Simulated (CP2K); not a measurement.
Two runs for the C K edge of glyoxal. Run A: CP2K XAS_TDP, all-electron GAPW, PBEh(45%), aug-cc-pVTZ, TDA, no relativity. Run B differs in one setting.

First lines with a strength over 0.0015. A:

```
                              atom  energy (eV)  states  strength, one atom
C2 (bonded to C, O and H), 2 alike       280.67       1              0.0574
                                         285.50       1              0.0173
                                         286.98       1              0.0178
                                         288.28       1              0.0049
                                         288.44       1              0.0036
```

B:

```
                              atom  energy (eV)  states  strength, one atom
C2 (bonded to C, O and H), 2 alike       286.31       1              0.0563
                                         291.15       1              0.0170
                                         292.62       1              0.0174
                                         293.92       1              0.0048
                                         294.08       1              0.0035
```

Question: Which was it: the basis, scalar relativity switched on, GW2X switched on, the functional?

GW2X switched on. GW2X shifts an atom's lines together and keeps their spacings. Against PBEh(45%) in aug-cc-pVTZ, the leading line moves by +5.64 eV, to 286.31 eV.

[Banner, clock and machine lines of the logs are left out without a mark of their own.]

[Logs are printed without paths, hosts, clocks, repeated set-up lines and the standing remarks that a program may print on its own settings, such as how far it seeks lower states.]

[Hosts, paths, dates, database ids (printed as entryN), source tags and the programs' standing remarks are cut or masked in the printed files.]
